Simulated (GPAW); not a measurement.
**STM contrast on 1T-TiTe2 monolayer**

What would a tunnelling microscope show on 1T-TiTe2 monolayer?

Calculated with GPAW 26.7.0; GPAW, PAW setups; layer in a repeated cell with vacuum, relaxation of atoms and in-plane cell, in the first sound run; inputs show where later runs differ.

### Step 1. The starting structure

The cell holds 3 atoms: 2 Te and 1 Ti. Its edges and angles: a = 3.750 Å, b = 3.750 Å, c = 21.676 Å, α = 90.0°, β = 90.0°, γ = 120.0°. Vacuum lies along c.

### Step 2. Relaxation

Forces are removed first; all later runs use this geometry.

run.py

```python
import json
import numpy as np
from ase import Atoms
from ase.filters import FrechetCellFilter
from ase.optimize import BFGS
from gpaw import GPAW, PW

slab = Atoms(
    ['Te', 'Ti', 'Te'],
    positions=[
        [1.87500, 1.08253, 9.00000],
        [0.00000, 0.00000, 10.83796],
        [-0.00000, 2.16506, 12.67592]],
    cell=[[3.75, 0.0, 0.0], [-1.875, 3.2476, 0.0], [0.0, 0.0, 21.6759]],
    pbc=[True, True, True])

slab.calc = GPAW(mode=PW(600), xc='PBE', kpts={'size': (9, 9, 1), 'gamma': True},
                 occupations={'name': 'fermi-dirac', 'width': 0.05}, nbands='160%',
                 convergence={'density': 1e-05}, maxiter=200,
                 symmetry={'tolerance': 1e-3}, txt='slab.txt')
result = {}
# The in-plane cell is free; stress needs a cell that repeats along all three vectors
path = []
opt = BFGS(FrechetCellFilter(slab, mask=[1, 1, 0, 0, 0, 1]), maxstep=0.2)
opt.attach(lambda: path.append((slab.get_potential_energy(), slab.positions.tolist(), slab.get_forces().tolist())))
result['relaxed'] = bool(opt.run(fmax=0.02, steps=45))
result['path'] = path
result['cell'] = slab.cell.tolist()
print('in-plane lattice', slab.cell.cellpar().round(4)[[0, 1, 5]])
energy = slab.get_potential_energy()
fermi = slab.calc.get_fermi_level()
v = slab.calc.get_electrostatic_potential().mean((0, 1)) - fermi
n = slab.calc.get_pseudo_density().mean((0, 1))
L = slab.cell[2, 2]
z = np.arange(len(v)) * L / len(v)
low, high = slab.positions[:, 2].min(), slab.positions[:, 2].max()
below, above = np.interp([low - 6.8, high + 6.8], z, v)
slopes = [np.interp(x, z, np.gradient(v, z)) for x in (low - 6.8, high + 6.8)]
eps = np.array([[slab.calc.get_eigenvalues(k, s) for k in range(len(slab.calc.get_ibz_k_points()))]
                for s in range(slab.calc.get_number_of_spins())]) - fermi
top, bottom = eps[eps < 0].max(), eps[eps > 0].min()
dipole = slab.get_dipole_moment()[2]
print(f'energy {energy:.4f} eV, Fermi level {fermi:.4f} eV, dipole {dipole:.5f} e A')
print(f'potential 6.8 A off the faces, from the Fermi level: lower {below:.4f} eV, upper {above:.4f} eV')
print(f'slope of the potential there: lower {slopes[0]:.5f}, upper {slopes[1]:.5f} eV/A')
print(f'nearest levels on the mesh: {top:.4f} and {bottom:.4f} eV')
print('magnetic moment', round(slab.get_magnetic_moment(), 3))
result.update(energy=energy, fermi=fermi, dipole=dipole, below=below, above=above, slopes=slopes, edges=[top, bottom],
              z=z.tolist(), v=v.tolist(), n=n.tolist(), positions=slab.positions.tolist(),
              forces=slab.get_forces(apply_constraint=False).tolist(), moments=slab.get_magnetic_moments().tolist())
json.dump(result, open('result.json', 'w'))
```

On the command line:

```
$ OMP_NUM_THREADS=1 OPENBLAS_NUM_THREADS=1 python run.py
```

The program printed:

```text
Step          Energy          fmax
BFGS:    0      -15.098050        0.738378
BFGS:    1      -15.116722        0.639136
BFGS:    2      -15.161748        0.155893
BFGS:    3      -15.163008        0.097701
BFGS:    4      -15.163790        0.075836
BFGS:    5      -15.166788        0.070421
BFGS:    6      -15.167810        0.034421
BFGS:    7      -15.168036        0.005698
in-plane lattice [  3.7369   3.737  120.    ]
energy -15.1629 eV, Fermi level -1.3688 eV, dipole -0.00038 e A
potential 6.8 A off the faces, from the Fermi level: lower 4.8731 eV, upper 4.8723 eV
slope of the potential there: lower 0.00026, upper 0.00007 eV/A
nearest levels on the mesh: -0.0935 and 0.0219 eV
magnetic moment 0.0
```

Elapsed: 5.8 min, on 1 thread of Arm Neoverse V1, shared host; peak memory 0.37 GiB.

Numbers from this step:

- dipole along the normal: -3.82e-4 e·Å
- levels nearest the Fermi level on the mesh: -0.09348, 0.02190 eV from the Fermi level

The electrostatic potential energy of an electron (without an applied field's), less the Fermi level, planar mean by z:

z (Å), electrostatic potential energy of an electron (without an applied field's), less the Fermi level, planar mean (eV) and a bar from the least value:
```
        0        4.9 ##############################
        1        4.9 ##############################
        2        4.9 ##############################
        3        4.9 ##############################
        4        4.9 ##############################
        5        4.9 ##############################
        6        4.9 ##############################
        7        4.7 ##############################
        8        2.1 ##########################
        9      -17.4 
       10       -3.5 ###################
       11      -10.6 #########
       12       -6.8 ##############
       13       -9.9 ##########
       14        3.7 ############################
       15        4.8 ##############################
       16        4.9 ##############################
       17        4.9 ##############################
       18        4.9 ##############################
       19        4.9 ##############################
       20        4.9 ##############################
       21        4.9 ##############################
```

The pseudo valence density, planar mean oscillates, so the rows of the table below give means over windows of 1 Å about each position, cut where the curve ends. Its maxima inside the range that stand out by 2 % of the span (Å: e/Å³): 8.5: 0.264, 9.7: 0.322, 10.9: 0.988, 12.0: 0.322, 13.2: 0.264. Its minima: 9.0: 0.106, 10.1: 0.300, 11.6: 0.300, 12.7: 0.106.

Pseudo valence density, planar mean against z; means over each step:

```tsv
z (Å)	pseudo valence density, planar mean (e/Å³)
5	3.7e-5
6	6.2e-4
7	0.0104
8	0.126
9	0.196
10	0.369
11	0.739
12	0.280
13	0.196
14	0.0628
15	0.00419
16	2.5e-4
17	1.5e-5
```

The relaxation lowered the energy of the cell by 0.0695 eV (energies extrapolated to zero smearing; the optimiser's log prints free energies). The largest force left on a free atom is 0.0051 eV/Å.

### Step 3. The slab's potential

The work function is the vacuum plateau of the electrostatic potential less the Fermi level; a dipole layer lets the two faces have plateaus of their own.

This step: GPAW, PAW setups; slab in vacuum (GPAW 26.7.0).

The cell differs from the one that the last finished run ended in (c 21.676 → 21.503 Å).

run.py

```python
import json
import numpy as np
from ase import Atoms
from ase.dft.stm import STM
from gpaw import GPAW, PW

slab = Atoms(
    ['Te', 'Ti', 'Te'],
    positions=[
        [1.86847, 1.07876, 9.00000],
        [-0.00000, 0.00000, 10.75143],
        [-0.00000, 2.15752, 12.50285]],
    cell=[[3.73695, -0.0, 0.0], [-1.86847, 3.2363, 0.0], [0.0, 0.0, 21.5029]],
    pbc=[True, True, False])

slab.calc = GPAW(mode=PW(400), xc='PBE', kpts={'size': (9, 9, 1), 'gamma': True},
                 occupations={'name': 'fermi-dirac', 'width': 0.05}, nbands='160%',
                 convergence={'density': 1e-05}, maxiter=200,
                 poissonsolver={'dipolelayer': 'xy'},
                 symmetry={'tolerance': 1e-3}, txt='slab.txt')
result = {}
energy = slab.get_potential_energy()
fermi = slab.calc.get_fermi_level()
v = slab.calc.get_electrostatic_potential().mean((0, 1)) - fermi
n = slab.calc.get_pseudo_density().mean((0, 1))
L = slab.cell[2, 2]
z = np.arange(len(v)) * L / len(v)
low, high = slab.positions[:, 2].min(), slab.positions[:, 2].max()
below, above = np.interp([low - 6.8, high + 6.8], z, v)
slopes = [np.interp(x, z, np.gradient(v, z)) for x in (low - 6.8, high + 6.8)]
eps = np.array([[slab.calc.get_eigenvalues(k, s) for k in range(len(slab.calc.get_ibz_k_points()))]
                for s in range(slab.calc.get_number_of_spins())]) - fermi
top, bottom = eps[eps < 0].max(), eps[eps > 0].min()
dipole = slab.get_dipole_moment()[2]
print(f'energy {energy:.4f} eV, Fermi level {fermi:.4f} eV, dipole {dipole:.5f} e A')
print(f'potential 6.8 A off the faces, from the Fermi level: lower {below:.4f} eV, upper {above:.4f} eV')
print(f'slope of the potential there: lower {slopes[0]:.5f}, upper {slopes[1]:.5f} eV/A')
print(f'nearest levels on the mesh: {top:.4f} and {bottom:.4f} eV')
print('magnetic moment', round(slab.get_magnetic_moment(), 3))
result.update(energy=energy, fermi=fermi, dipole=dipole, below=below, above=above, slopes=slopes, edges=[top, bottom],
              z=z.tolist(), v=v.tolist(), n=n.tolist(), positions=slab.positions.tolist(),
              forces=slab.get_forces(apply_constraint=False).tolist(), moments=slab.get_magnetic_moments().tolist())

# Images need the states of the whole zone, up to time reversal
slab.calc = slab.calc.fixed_density(symmetry={'point_group': False}, txt='states.txt', nbands='250%',
                                    convergence={'bands': 'CBM+1.3'})
stm = STM(slab)
result['stm'] = []
for bias in [-1.0, 1.0]:
    height = high + 4.0
    current = stm.get_averaged_current(bias, height)
    x, y, h = stm.scan(bias, current)
    i, f = divmod(height / L * stm.ldos.shape[2], 1)
    I = abs((1 - f) * stm.ldos[:, :, int(i)] + f * stm.ldos[:, :, int(i) + 1])
    print(f'bias {bias} V: mean current at 4.0 A {current:.4e}, corrugation {np.ptp(h):.4f} A')
    result['stm'].append(dict(bias=bias, current=current, h=(h - high).tolist(), I=I.tolist()))
json.dump(result, open('result.json', 'w'))
```

The program printed:

```text
energy -15.0830 eV, Fermi level -1.3381 eV, dipole -0.00116 e A
potential 6.8 A off the faces, from the Fermi level: lower 4.8668 eV, upper 4.8751 eV
slope of the potential there: lower 0.00010, upper -0.00010 eV/A
nearest levels on the mesh: -0.0934 and 0.0219 eV
magnetic moment 0.0
bias -1.0 V: mean current at 4.0 A 4.4837e-06, corrugation 0.2908 A
bias 1.0 V: mean current at 4.0 A 6.0579e-06, corrugation 0.2807 A
```

Run time: 1.8 min. Hardware: 1 thread; peak memory 0.37 GiB.

Numbers from this step:

- dipole along the normal: -0.001161 e·Å
- levels nearest the Fermi level on the mesh: -0.09335, 0.02187 eV from the Fermi level
- upper work function: 4.875 eV
- lower work function: 4.867 eV
- corrugation -1: 0.2908 Å
- corrugation 1: 0.2807 Å

The electrostatic potential energy of an electron (without an applied field's), less the Fermi level, planar mean by z:

```tsv
z (Å)	electrostatic potential energy of an electron (without an applied field's), less the Fermi level, planar mean (eV)
0	4.87
1	4.87
2	4.87
3	4.87
4	4.87
5	4.87
6	4.85
7	4.66
8	1.35
9	-17.8
10	-3.47
11	-9.47
12	-8.64
13	-7.51
14	4.00
15	4.82
16	4.87
17	4.88
18	4.88
19	4.88
20	4.88
21	4.88
```

The pseudo valence density, planar mean oscillates, so the rows of the table below give means over windows of 1 Å about each position, cut where the curve ends. Its maxima inside the range that stand out by 2 % of the span (Å: e/Å³): 8.4: 0.259, 9.7: 0.316, 10.8: 1.02, 11.8: 0.316, 13.1: 0.259. Its minima: 9.0: 0.103, 9.9: 0.295, 11.6: 0.295, 12.5: 0.103.

Table of pseudo valence density, planar mean by z; means over each step:

```tsv
z (Å)	pseudo valence density, planar mean (e/Å³)
5	4.8e-5
6	8.0e-4
7	0.0133
8	0.145
9	0.200
10	0.408
11	0.702
12	0.263
13	0.198
14	0.0516
15	0.00337
16	1.9e-4
17	1.2e-5
```

Tip height over the top atom over a1 and a2. Sample bias -1 V, constant current at the mean current 4.0 Å over the top atom.

Values in Å, 12 rows by 16 columns, each cell a mean:
```
3.87 3.90 3.94 3.98 4.01 4.04 4.05 4.06 4.06 4.05 4.03 4.00 3.97 3.93 3.89 3.86
3.91 3.95 3.99 4.02 4.05 4.08 4.10 4.10 4.09 4.07 4.04 4.00 3.97 3.93 3.90 3.89
3.96 4.00 4.04 4.07 4.10 4.12 4.13 4.12 4.10 4.07 4.04 4.00 3.96 3.93 3.92 3.93
4.00 4.03 4.07 4.10 4.13 4.14 4.14 4.12 4.10 4.06 4.02 3.99 3.95 3.93 3.93 3.95
4.02 4.06 4.09 4.12 4.13 4.13 4.12 4.10 4.07 4.03 4.00 3.97 3.95 3.94 3.96 3.99
4.03 4.06 4.09 4.11 4.11 4.11 4.09 4.07 4.03 4.00 3.98 3.95 3.94 3.95 3.97 4.00
4.03 4.04 4.06 4.07 4.07 4.06 4.04 4.02 3.99 3.97 3.94 3.93 3.93 3.95 3.97 4.00
4.01 4.02 4.03 4.03 4.02 4.01 4.00 3.98 3.96 3.94 3.92 3.92 3.93 3.95 3.97 3.99
3.97 3.97 3.98 3.97 3.97 3.96 3.95 3.95 3.94 3.93 3.93 3.93 3.94 3.94 3.95 3.96
3.93 3.93 3.93 3.93 3.93 3.93 3.94 3.95 3.95 3.95 3.95 3.95 3.94 3.94 3.93 3.93
3.87 3.87 3.89 3.91 3.93 3.94 3.96 3.98 3.99 3.99 3.98 3.97 3.95 3.93 3.91 3.89
3.85 3.86 3.89 3.93 3.95 3.98 4.00 4.02 4.02 4.02 4.01 3.98 3.96 3.93 3.90 3.86
```
Columns: a1 from 0 to 0.944; rows upwards: a2 from 0 to 0.944.

Local density of states summed over the bias window over a1 and a2. Sample bias -1 V, constant height 4.0 Å over the top atom.

Ten even steps from '0' (3.27 × 1e-6 arbitrary) to '9' (6.54 × 1e-6 arbitrary):
```
001234556655432100
012345677765432100
123457788775432100
234578999875432111
245789999875421111
356799999765321112
457899998754321123
467899987643211123
467788776432211223
456777654322111223
455555543221111223
344444332211111223
233332221111111122
222221111111111111
111111111222211111
000011122222221110
000011233333321100
000122344444322100
```
Columns: a1 from 0 to 0.944; rows upwards: a2 from 0 to 0.944.

Tip height over the top atom over a1 and a2. Sample bias 1 V, constant current at the mean current 4.0 Å over the top atom.

Ten even steps from '_' (3.85 Å) to '@' (4.13 Å):
```
____..::==++**########**++==::..____
__..::==++**##%%%%%%##**++==::..____
..::==++**##%%@@@@%%##**++==::......
::==++**##%%@@@@@@%%##**++==::::..::
==++**##%%@@@@@@@@%%##**++==--::::--
++**##%%@@@@@@@@@@%%##**++==------==
**##%%@@@@@@@@@@@@%%##**++==----==++
####%%@@@@@@@@@@%%####**====--====**
####%%%%%%%%%%%%####**++========++**
##################**++++======++++**
******************++++========++++**
++++++++++++++++==================++
====================================
::::::::::--------==========--------
........::::----====++++====----::::
______....::--====++++++====--::....
______..::--==++********++==--::..__
______..::==++**######**++==::..____
```
Columns: a1 from 0 to 0.944; rows upwards: a2 from 0 to 0.944.

Local density of states summed over the bias window over a1 and a2. Sample bias 1 V, constant height 4.0 Å over the top atom.

Values in units of 1e-6 arbitrary, 12 rows by 16 columns, each cell a mean:
```
4.4 4.7 5.0 5.5 6.0 6.6 7.0 7.2 7.1 6.9 6.4 5.8 5.3 4.9 4.6 4.4
4.7 5.1 5.5 6.0 6.7 7.3 7.6 7.6 7.5 7.0 6.4 5.8 5.3 4.9 4.6 4.5
5.3 5.8 6.4 7.1 7.7 8.1 8.3 8.2 7.7 7.1 6.4 5.8 5.3 5.0 4.9 5.0
5.9 6.5 7.1 7.7 8.2 8.6 8.5 8.2 7.6 7.0 6.4 5.8 5.4 5.1 5.2 5.4
6.6 7.1 7.5 7.9 8.3 8.4 8.1 7.7 7.2 6.8 6.3 5.8 5.4 5.4 5.6 6.1
6.8 7.1 7.4 7.8 7.9 7.8 7.5 7.2 6.9 6.5 6.1 5.7 5.6 5.7 6.0 6.4
6.7 6.8 6.9 7.0 7.0 6.9 6.8 6.6 6.4 6.1 5.9 5.8 5.8 5.9 6.1 6.4
6.2 6.2 6.2 6.2 6.2 6.2 6.2 6.0 5.9 5.8 5.8 5.7 5.8 5.8 5.9 6.1
5.4 5.4 5.4 5.4 5.4 5.5 5.5 5.5 5.7 5.8 5.8 5.7 5.6 5.5 5.4 5.4
4.9 4.9 4.9 5.0 5.0 5.1 5.3 5.5 5.8 5.9 5.9 5.7 5.4 5.2 5.1 5.0
4.5 4.4 4.5 4.7 5.0 5.3 5.6 6.0 6.3 6.3 6.1 5.7 5.4 5.1 4.8 4.6
4.3 4.4 4.6 4.9 5.3 5.7 6.2 6.6 6.7 6.6 6.3 5.8 5.3 4.9 4.6 4.4
```
Columns: a1 from 0 to 0.944; rows upwards: a2 from 0 to 0.944.

The potential is flat to 9.5e-5 eV/Å where it is read, so the vacuum is wide enough.

### Step 4. A changed run

One more run, with changed settings.

Changes to run.py since step 3:

```diff
@@ -3,3 +3,2 @@
 from ase import Atoms
-from ase.dft.stm import STM
 from gpaw import GPAW, PW
@@ -15,5 +14,5 @@
 
-slab.calc = GPAW(mode=PW(400), xc='PBE', kpts={'size': (9, 9, 1), 'gamma': True},
+slab.calc = GPAW(mode=PW(400), xc='PBE', kpts={'size': (1, 1, 1), 'gamma': True},
                  occupations={'name': 'fermi-dirac', 'width': 0.05}, nbands='160%',
-                 convergence={'density': 1e-05}, maxiter=200,
+                 convergence={'density': 1e-05}, maxiter=75,
                  poissonsolver={'dipolelayer': 'xy'},
@@ -42,16 +41,2 @@
               forces=slab.get_forces(apply_constraint=False).tolist(), moments=slab.get_magnetic_moments().tolist())
-
-# Images need the states of the whole zone, up to time reversal
-slab.calc = slab.calc.fixed_density(symmetry={'point_group': False}, txt='states.txt', nbands='250%',
-                                    convergence={'bands': 'CBM+1.3'})
-stm = STM(slab)
-result['stm'] = []
-for bias in [-1.0, 1.0]:
-    height = high + 4.0
-    current = stm.get_averaged_current(bias, height)
-    x, y, h = stm.scan(bias, current)
-    i, f = divmod(height / L * stm.ldos.shape[2], 1)
-    I = abs((1 - f) * stm.ldos[:, :, int(i)] + f * stm.ldos[:, :, int(i) + 1])
-    print(f'bias {bias} V: mean current at 4.0 A {current:.4e}, corrugation {np.ptp(h):.4f} A')
-    result['stm'].append(dict(bias=bias, current=current, h=(h - high).tolist(), I=I.tolist()))
 json.dump(result, open('result.json', 'w'))
```

The program printed:

```text
energy -3.2327 eV, Fermi level -1.0255 eV, dipole -0.00116 e A
potential 6.8 A off the faces, from the Fermi level: lower 5.0199 eV, upper 5.0281 eV
slope of the potential there: lower 0.00008, upper -0.00008 eV/A
nearest levels on the mesh: -0.0549 and 0.0005 eV
magnetic moment 0.0
```

Elapsed: 7.1 s, on 1 thread; peak memory 0.17 GiB.

The run finished. A setting was moved off its sound value on purpose, so it serves as a test and not as the result.

The fault put into the input: one k-point (kpts = [1, 1]).

Side by side:

```tsv
quantity	this run	sound run	difference
upper work function (eV)	5.0281	4.8751	0.153
lower work function (eV)	5.0199	4.8668	0.153
```

The two runs differ clearly in the lower work function: 5.02 eV against 4.87 eV.

### Step 5. Results

```
work function, upper and lower face : 4.875 and 4.867 eV
dipole along the normal             : -0.0012 e Å, near the numerical noise
corrugation at -1 V                 : 0.291 Å
corrugation at 1 V                  : 0.281 Å
```

**Reading.** The tip height varies by 0.28 to 0.29 Å over the cell, much the same at every bias tried. Negative sample bias images filled states, positive bias empty ones. The images are of Tersoff-Hamann type: an s-wave tip, no tip-sample forces, heights closer than in a microscope. The small printed dipole stands for a step of 17 meV from the lower to the upper face, and the probes find 8.3 meV; values this small are near the numerical noise of both. The runs had no spin polarisation, so a magnetic state, which thin layers of d-metal atoms can have, wasn't tested. The layer's cell and atoms come from the relaxation; spin-orbit coupling and temperature are left out.

[Logs are printed without paths, hosts, clocks, repeated set-up lines and the standing remarks that a program may print on its own settings, such as how far it seeks lower states.]

[Hosts, paths, dates, database ids (printed as entryN), source tags and the programs' standing remarks are cut or masked in the printed files.]
